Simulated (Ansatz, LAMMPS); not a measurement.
# Amorphous 75TiO2-25Al2O3 (mol %) (84 atoms): geometry optimisation

Aim: bring amorphous 75TiO2-25Al2O3 (mol %) (84 atoms) to a nearby minimum of the energy and see what moves.

Program: Ansatz 0.2.0. Level of theory: Kohn-Sham DFT, PBE, PAW (set soft_2), plane waves. Results are calculated unless marked as measured.

**1. Set-up**

The cell holds 84 atoms: 18 Ti, 12 Al and 54 O. Cell: a = 10.018 Å, b = 10.018 Å, c = 10.018 Å, α = 90.0°, β = 90.0°, γ = 90.0°. 84 atoms (18 Ti, 12 Al, 54 O) placed at random at 3.38 g/cm³, melted at 5000 K for 10 ps at fixed volume with the Morse and Coulomb pair potential with partial charges (Pedone, Malavasi, Menziani, Cormack and Segre, J. Phys. Chem. B 110, 11780 (2006)). Quenched from 5000 K to 300 K at 50 K/ps and fixed volume, held 5 ps, then minimised at fixed cell.

Limits known from the start: The quench rate of 50 K/ps is many orders above laboratory rates, so the cell is likely richer in defects and strain than a real sample. The starting topology of bonds comes from the classical model. Only the Γ point is sampled in the main run, in a cell whose shortest periodic width is 10 Å.

**2. The classical run that made the cell**

A classical potential supplies the starting structure, since it reaches far longer times than DFT.

This step: classical MD, Morse and Coulomb pair potential with partial charges (Pedone, Malavasi, Menziani, Cormack and Segre, J. Phys. Chem. B 110, 11780 (2006)) (LAMMPS 22 Jul 2025 - Update 4).

in.lmp reads:

```
# melt-quench of Ti18Al12O54
units metal
atom_style charge
boundary p p p
region box block 0 10.0183 0 10.0183 0 10.0183
create_box 3 box
mass 1 47.8670   # Ti
mass 2 26.9815   # Al
mass 3 15.9990   # O
create_atoms 1 random 18 41526 NULL overlap 1.5 maxtry 2000
create_atoms 2 random 12 41533 NULL overlap 1.5 maxtry 2000
create_atoms 3 random 54 41540 NULL overlap 1.5 maxtry 2000
pair_style hybrid/overlay pedone 5.5 coul/long 8.0
pair_coeff * * coul/long
pair_coeff 1 3 pedone 0.024235 2.254703 2.708943 1   # Ti-O
pair_coeff 2 3 pedone 0.361581 1.900442 2.164818 0.9   # Al-O
pair_coeff 3 3 pedone 0.042395 1.379316 3.618701 22   # O-O
set type 1 charge 2.4
set type 2 charge 1.8
set type 3 charge -1.2
kspace_style pppm 1.0e-4
neigh_modify delay 0 every 1 check yes
thermo_style custom step time temp pe press density
thermo_modify norm yes
timestep 0.002
thermo 100
min_style cg
minimize 1e-4 1e-4 200 2000
reset_timestep 0
velocity all create 5000 41527 mom yes dist gaussian
fix lim all nve/limit 0.05
fix lan all langevin 5000 5000 0.2 41528 zero yes
thermo 500
run 1000 post no
# [... 10 lines left out ...]
thermo 1250
fix md all nvt temp 300 300 0.2
run 2500 post no
unfix md
thermo 100
min_style cg
minimize 0 1e-3 2000 20000
write_dump all custom glass.dump id type xs ys zs modify sort id
```

Launch:

```
lmp -in in.lmp -log none -nocite
```

Numbers of over 12 decimals in the logs are rounded to 6 here.

The program printed:

```text
LAMMPS (22 Jul 2025 - Update 4)
Created orthogonal box = (0 0 0) to (10.0183 10.0183 10.0183)
Created 18 atoms
Created 12 atoms
Created 54 atoms
PPPM initialization ...
  G vector (1/distance) = 0.39007036
  grid = 12 12 12
  estimated relative force accuracy = 4.470581e-05
   Step          Time           Temp          PotEng         Press         Density
         0   0              0             -1.3348748      945644.63      3.384378
        89   0.178          0             -14.729993      14210.803      3.384378
Loop time of 0.0693523 s on 1 MPI rank(s) for 89 steps with 84 atoms
Minimization stats:
  Stopping criterion = energy tolerance
[... 36 lines left out ...]
     55000   110            343.60997     -14.763419      44088.602      3.384378
     55500   111            373.70958     -14.767332      46580.076      3.384378
Loop time of 1.00424 s on 1 MPI rank(s) for 2500 steps with 84 atoms
   Step          Time           Temp          PotEng         Press         Density
     55500   111            373.70958     -14.767332      46580.076      3.384378
     55517   111.034        373.70958     -14.805646      42158.947      3.384378
Loop time of 0.035441 s on 1 MPI rank(s) for 17 steps with 84 atoms
Minimization stats:
  Stopping criterion = linesearch alpha is zero
  Energy initial, next-to-last, final =
     -14.7673319622648  -14.8056463792692  -14.8056463792692
  Force two-norm initial, final = 12.865511 0.27204518
  Iterations, force evaluations = 17 67
```

Run time: 25 s. Hardware: 1 thread of Arm Neoverse V1, shared host; peak memory 0.073 GiB.

**3. Single point at the start**

A single point comes first, to see the forces before anything moves.

input.yaml reads:

```yaml
crystal:
  lattice:
    - [10.0183, 0.0, 0.0]
    - [0.0, 10.0183, 0.0]
    - [0.0, 0.0, 10.0183]
  atoms:
    - { symbol: Ti, position: [0.96997, 0.47762, 0.83725] }
    - { symbol: Ti, position: [0.24809, 0.28261, 0.32634] }
    - { symbol: Ti, position: [0.78754, 0.10236, 0.27462] }
    - { symbol: Ti, position: [0.2442, 0.92583, 0.27804] }
    - { symbol: Ti, position: [0.87382, 0.95483, 0.63507] }
    - { symbol: Ti, position: [0.77164, 0.7722, 0.30627] }
    - { symbol: Ti, position: [0.6623, 0.61541, 0.72652] }
    - { symbol: Ti, position: [0.06365, 0.79335, 0.03063] }
    - { symbol: Ti, position: [0.33567, 0.43039, 0.86322] }
    - { symbol: Ti, position: [0.79986, 0.02931, 0.96176] }
    - { symbol: Ti, position: [0.56572, 0.87203, 0.52649] }
    - { symbol: Ti, position: [0.6812, 0.29891, 0.75712] }
    - { symbol: Ti, position: [0.31909, 0.76584, 0.79268] }
    - { symbol: Ti, position: [0.39355, 0.1515, 0.63263] }
    - { symbol: Ti, position: [0.95649, 0.27328, 0.54369] }
    - { symbol: Ti, position: [0.51505, 0.43041, 0.49374] }
    - { symbol: Ti, position: [0.0517, 0.58113, 0.31449] }
    - { symbol: Ti, position: [0.53179, 0.4357, 0.12878] }
    - { symbol: Al, position: [0.47386, 0.95897, 0.99783] }
    - { symbol: Al, position: [0.45855, 0.14187, 0.20256] }
    - { symbol: Al, position: [0.19409, 0.10626, 0.04579] }
    - { symbol: Al, position: [0.97951, 0.65089, 0.58179] }
    - { symbol: Al, position: [0.13154, 0.18783, 0.75102] }
    - { symbol: Al, position: [0.09366, 0.39513, 0.10853] }
    - { symbol: Al, position: [0.82183, 0.30137, 0.03882] }
    - { symbol: Al, position: [0.28635, 0.68021, 0.4921] }
    - { symbol: Al, position: [0.1518, 0.93112, 0.58072] }
    - { symbol: Al, position: [0.46745, 0.74192, 0.24532] }
    - { symbol: Al, position: [0.81873, 0.41461, 0.34378] }
    - { symbol: Al, position: [0.79402, 0.71559, 0.99429] }
    - { symbol: O, position: [0.5357, 0.19544, 0.73166] }
    - { symbol: O, position: [0.5977, 0.78824, 0.36218] }
    - { symbol: O, position: [0.33295, 0.7842, 0.35507] }
    - { symbol: O, position: [0.89768, 0.67752, 0.37696] }
    - { symbol: O, position: [0.89932, 0.87266, 0.01341] }
    - { symbol: O, position: [0.15544, 0.94981, 0.1217] }
    - { symbol: O, position: [0.47613, 0.59372, 0.17501] }
    - { symbol: O, position: [0.67164, 0.69184, 0.8853] }
    - { symbol: O, position: [0.42364, 0.89383, 0.85366] }
    - { symbol: O, position: [0.01912, 0.31874, 0.7252] }
    - { symbol: O, position: [0.42237, 0.8764, 0.14631] }
    - { symbol: O, position: [0.94384, 0.45745, 0.22421] }
    - { symbol: O, position: [0.75086, 0.21227, 0.90218] }
    - { symbol: O, position: [0.81407, 0.97476, 0.79514] }
    - { symbol: O, position: [0.1106, 0.11543, 0.90197] }
    - { symbol: O, position: [0.46067, 0.00749, 0.54231] }
    - { symbol: O, position: [0.81062, 0.66089, 0.63858] }
    - { symbol: O, position: [0.96648, 0.36754, 0.98674] }
    - { symbol: O, position: [0.05615, 0.57587, 0.71951] }
    - { symbol: O, position: [0.31979, 0.09398, 0.29776] }
    - { symbol: O, position: [0.98212, 0.0932, 0.60607] }
    - { symbol: O, position: [0.74263, 0.69553, 0.15233] }
    - { symbol: O, position: [0.27373, 0.7983, 0.62184] }
    - { symbol: O, position: [0.8307, 0.93528, 0.28913] }
    - { symbol: O, position: [0.85582, 0.236, 0.36436] }
    - { symbol: O, position: [0.37966, 0.10832, 0.04259] }
    - { symbol: O, position: [0.00633, 0.8376, 0.62314] }
    - { symbol: O, position: [0.09233, 0.7002, 0.1818] }
    - { symbol: O, position: [0.8524, 0.13875, 0.10928] }
    - { symbol: O, position: [0.61052, 0.11412, 0.26672] }
    - { symbol: O, position: [0.55403, 0.73453, 0.6346] }
    - { symbol: O, position: [0.58454, 0.45495, 0.66105] }
    - { symbol: O, position: [0.42673, 0.31714, 0.22385] }
    - { symbol: O, position: [0.78231, 0.45529, 0.81513] }
    - { symbol: O, position: [0.12675, 0.63561, 0.46747] }
    - { symbol: O, position: [0.39647, 0.55575, 0.47554] }
    - { symbol: O, position: [0.13492, 0.94069, 0.41359] }
    - { symbol: O, position: [0.41009, 0.28305, 0.49807] }
    - { symbol: O, position: [0.77784, 0.25868, 0.614] }
    - { symbol: O, position: [0.92826, 0.44764, 0.48459] }
    - { symbol: O, position: [0.18173, 0.79034, 0.90217] }
    - { symbol: O, position: [0.20644, 0.44565, 0.98411] }
    - { symbol: O, position: [0.69859, 0.37185, 0.13017] }
    - { symbol: O, position: [0.7317, 0.93446, 0.53629] }
    - { symbol: O, position: [0.18547, 0.45273, 0.27243] }
    - { symbol: O, position: [0.28758, 0.29244, 0.7594] }
    - { symbol: O, position: [0.65503, 0.44972, 0.38673] }
    - { symbol: O, position: [0.63891, 0.98233, 0.02095] }
    - { symbol: O, position: [0.94506, 0.63342, 0.95566] }
    - { symbol: O, position: [0.15379, 0.23436, 0.15767] }
    - { symbol: O, position: [0.36033, 0.59353, 0.79981] }
    - { symbol: O, position: [0.23266, 0.06633, 0.66152] }
    - { symbol: O, position: [0.12813, 0.26363, 0.45789] }
    - { symbol: O, position: [0.48595, 0.40365, 0.95786] }
kpoints:
  mp_grid: { grid: [1, 1, 1] }
hamiltonian:
  xc: pbe
scf:
  occupations: { method: fermi_dirac, width: 0.025 }
output:
  forces: true
```

Launch:

```
ansatz run input.yaml --threads 4 --pin off --max-ram 8192MiB --backend cpu --events-out ev --progress --plain --runs-dir out
```

The program printed:

```text
Engine: ansatz 0.2.0, aarch64-unknown-linux-gnu
Pseudopotentials: kind: paw
Pseudopotential: Ti, paw, valence charge 12, recommended cutoff 420 eV (normal), Ti.paw.azcp
Pseudopotential: Al, paw, valence charge 3, recommended cutoff 420 eV (normal), Al.paw.azcp
Pseudopotential: O, paw, valence charge 6, recommended cutoff 420 eV (normal), O.paw.azcp
[... 5 lines on functional and potentials left out ...]
Crystal: 84 atoms, lattice volume = 1005.500 Å³
Basis set: ecut = 420 eV, 19597 PW (Γ), exchange–correlation on 144×144×144 points (8 copies of the dense FFT grid, shifted against one another)
Bands: 372, of which v1, the nominal top of the filled ones, is band 288 counted from 1 (287 counted from 0)
Symmetry: 1 space group operations
Space group: P1 (ITA 1), of the structure as read, at distance tolerance 1.0e-4 Å
k-points: 1
[... 7 lines on functional and potentials left out ...]
Initial density: superposition of atomic densities (neutral atoms: chi_scale 0, normalization atom), corrected by the library's trained network
Initial wavefunctions: pseudopotential atomic-orbital guess
Functional: x = pbe(κ = 0.804, μ = 0.219515), c = pbe(β = 0.066725)
SCF iter   1: F=—  HF=-82190.598634 eV  |F-HF|=—  |Δ(HF+E_count)|=         —  Δρ=4.24e-3  dr2=1.54e-1  ethr=1.77e-3  ⟨swp⟩=5.0  Hψ=1402  notcnv=0  defer=56
preconditioner: auto → Resta (q_TF=auto, 2.486 Å⁻¹)  ε∞=5.9  [insulator: Δε(μ)=2.561 eV  Ē_g=10.977 eV  σ=0.025 eV  W_gap=1.00  n_scr=250 (ndim 8)  ℏωp=24.3 eV  f_vac=0.077  D(μ)=0.00/eV (n_scr^D=0)  ε∞_Penn≈5.9]
SCF iter   2: F=—  HF=-82190.584647 eV  |F-HF|=—  |Δ(HF+E_count)|=   1.40e-2  Δρ=2.18e-3  dr2=3.44e-2  ethr=2.67e-5  ⟨swp⟩=2.0  Hψ=595  notcnv=0  defer=80
SCF iter   3: F=—  HF=-82190.585728 eV  |F-HF|=—  |Δ(HF+E_count)|=   1.08e-3  Δρ=1.12e-3  dr2=1.38e-2  ethr=5.97e-6  ⟨swp⟩=2.0  Hψ=534  notcnv=0  defer=41
automatic band count: iteration 3 solves 333 bands in place of 372: the levels show a gap, and the empty bands left out lie too high to hold charge; the band table lists the bands solved (type scf.n_extra_bands for more)
SCF iter   4: F=—  HF=-82190.586119 eV  |F-HF|=—  |Δ(HF+E_count)|=   3.90e-4  Δρ=4.88e-4  dr2=3.40e-3  ethr=2.40e-6  ⟨swp⟩=2.0  Hψ=535  notcnv=0  defer=41
SCF iter   5: F=—  HF=-82190.585844 eV  |F-HF|=—  |Δ(HF+E_count)|=   2.75e-4  Δρ=2.19e-4  dr2=5.98e-4  ethr=5.90e-7  ⟨swp⟩=2.0  Hψ=584  notcnv=0  defer=41
SCF iter   6: F=—  HF=-82190.585846 eV  |F-HF|=—  |Δ(HF+E_count)|=   1.85e-6  Δρ=1.43e-4  dr2=2.45e-4  ethr=1.04e-7  ⟨swp⟩=2.0  Hψ=580  notcnv=0  defer=41
SCF iter   7: F=—  HF=-82190.585851 eV  |F-HF|=—  |Δ(HF+E_count)|=   5.59e-6  Δρ=5.93e-5  dr2=3.93e-5  ethr=4.25e-8  ⟨swp⟩=2.0  Hψ=580  notcnv=0  defer=41
SCF iter   8: F=—  HF=-82190.586911 eV  |F-HF|=—  |Δ(HF+E_count)|=   1.06e-3  Δρ=2.24e-5  dr2=5.93e-6  ethr=6.82e-9  ⟨swp⟩=2.0  Hψ=564  notcnv=0  defer=41
SCF iter   9: F=—  HF=-82190.586915 eV  |F-HF|=—  |Δ(HF+E_count)|=   4.28e-6  Δρ=1.31e-5  dr2=2.09e-6  ethr=1.03e-9  ⟨swp⟩=2.0  Hψ=473  notcnv=0  defer=41
SCF iter  10: F=—  HF=-82190.586916 eV  |F-HF|=—  |Δ(HF+E_count)|=   4.99e-7  Δρ=6.89e-6  dr2=5.77e-7  ethr=3.63e-10  ⟨swp⟩=2.0  Hψ=467  notcnv=0  defer=41
SCF iter  11: F=-82190.586916 eV  HF=-82190.586916 eV  |F-HF|=4.04e-8  |Δ(HF+E_count)|=   1.00e-7  Δρ=2.55e-6  dr2=7.39e-8  ethr=1.74e-11  ⟨swp⟩=2.0  Hψ=1081  notcnv=0
SCF 1 converged in 11 iterations: F = -82190.586916 eV  dr2 = 7.39e-8
  greatest PAW one-centre occupation: 0.999 electrons in one spin orbital (limit 2), on the Ti atom at site 16 (counted from 0), in its partial waves of l = 0
SCF converged after 11 iterations
Free energy (F): -82190.586916 eV
Harris-Foulkes:  -82190.586916 eV  (|F-HF|=4.04e-8)
Internal energy: -82190.586916 eV  (E = F + TS)
E sigma→0 (E₀):  -82190.586916 eV
Fermi energy:    7.248649 eV
--- Per-component energies (eV) ---
  E_band       = -4874.078065
  E_kinetic    = 14822.923191
  E_local      = -45460.218475  (includes V_loc(G=0)·N_el)
  E_nonlocal   = 2780.591111
  E_hartree    = 17851.509229
  E_xc         = -6267.141934
  E_vxc        = -7692.483740  (∫ρ·V_xc dr)
  E_paw        = -32996.725467  (= ΣΔE_a)
  E_vpaw       = -5028.040764  (= ΣTr[D̂ρ^β])
  E_aug_tail   = 0.136425  (compensation charges beyond the density's cutoff)
  E_ewald      = -32921.660996
  E_smearing   = -0.000000  (= −TS)
  E_closure    = -0.000000  (closes the sum)
  Σ components = -82190.586916   (vs F -82190.586916, Δ=0.00e0)
--- Forces (eV/Å), atoms counted from 1 ---
  atom   1  Ti    -1.59267158     1.11476780    -1.26190785
  atom   2  Ti    -0.73360828     0.09859389     0.62004126
  atom   3  Ti    -1.89649272     0.28045966    -0.55963527
  atom   4  Ti     0.26235739     0.80463261    -0.15623704
  atom   5  Ti    -0.08090250     0.66780030     0.24736962
  atom   6  Ti    -0.60799804    -0.19530301    -0.69252017
  atom   7  Ti     2.28844714     0.16590239    -0.41509801
  atom   8  Ti    -0.51580538    -0.72512543     0.12545796
  atom   9  Ti    -0.77880290    -0.62847379     1.22402048
  atom  10  Ti    -1.51348318    -0.12819071     0.71056610
  atom  11  Ti     0.89590429    -0.95618627    -0.10781656
  atom  12  Ti     1.10465331     0.84086589    -1.80073807
  atom  13  Ti     0.94349035    -0.10682521     1.25480805
  atom  14  Ti     1.65923604     2.13865600    -0.23221980
[...]
atom  83  O      0.85878248    -0.33120831    -0.53185558
  atom  84  O      0.85120326    -0.38035804    -0.21437153
  max |Σ_I F_I| component: 1.05e-4 eV/Å
```

Run time: 12 s. Hardware: 4 threads of Arm Neoverse V1, shared host; peak memory 1.3 GiB; 46 s of CPU time.

In the SCF lines HF is the Harris–Foulkes energy and dr2 the Hartree energy of the density residual, in eV; the loop may stop once dr2 is under the threshold and the program's other checks hold. Hψ counts applications of the Hamiltonian.

Numbers from this run:

- free energy: -82190.5869 eV
- free energy per atom: -978.4594 eV/atom
- SCF cycles: 11
- r.m.s. force component: 0.8086 eV/Å
- longest force: 2.717 eV/Å
- Fermi energy: 7.249 eV

The r.m.s. force component of 0.81 eV/Å sets the starting point.

Neighbours are counted within 2.64 Å (O-Ti), 2.19 Å (O-Al).

Length of the force by element and coordination:

```
element  coordination  atoms  mean length of the force (eV/Å)  spread   least   most
     Al           all     12                             1.22   0.457   0.464   2.01
     Al             4     11                             1.26   0.457   0.464   2.01
     Al             5      1                            0.793       0   0.793  0.793
      O           all     54                             1.21   0.537  0.0682   2.54
      O             2     28                             1.16   0.485   0.223   2.39
      O             3     26                             1.27   0.583  0.0682   2.54
     Ti           all     18                             1.54   0.615   0.717   2.72
     Ti             4      8                             1.24   0.421   0.717   2.00
     Ti             5      7                             1.87   0.686   0.861   2.72
     Ti             6      3                             1.60   0.453   0.966   1.99
```

[end of part 1 of 4]

[Logs are printed without paths, hosts, clocks, repeated set-up lines and the standing remarks that a program may print on its own settings, such as how far it seeks lower states.]

[Hosts, paths, dates, database ids (printed as entryN), source tags and the programs' standing remarks are cut or masked in the printed files.]
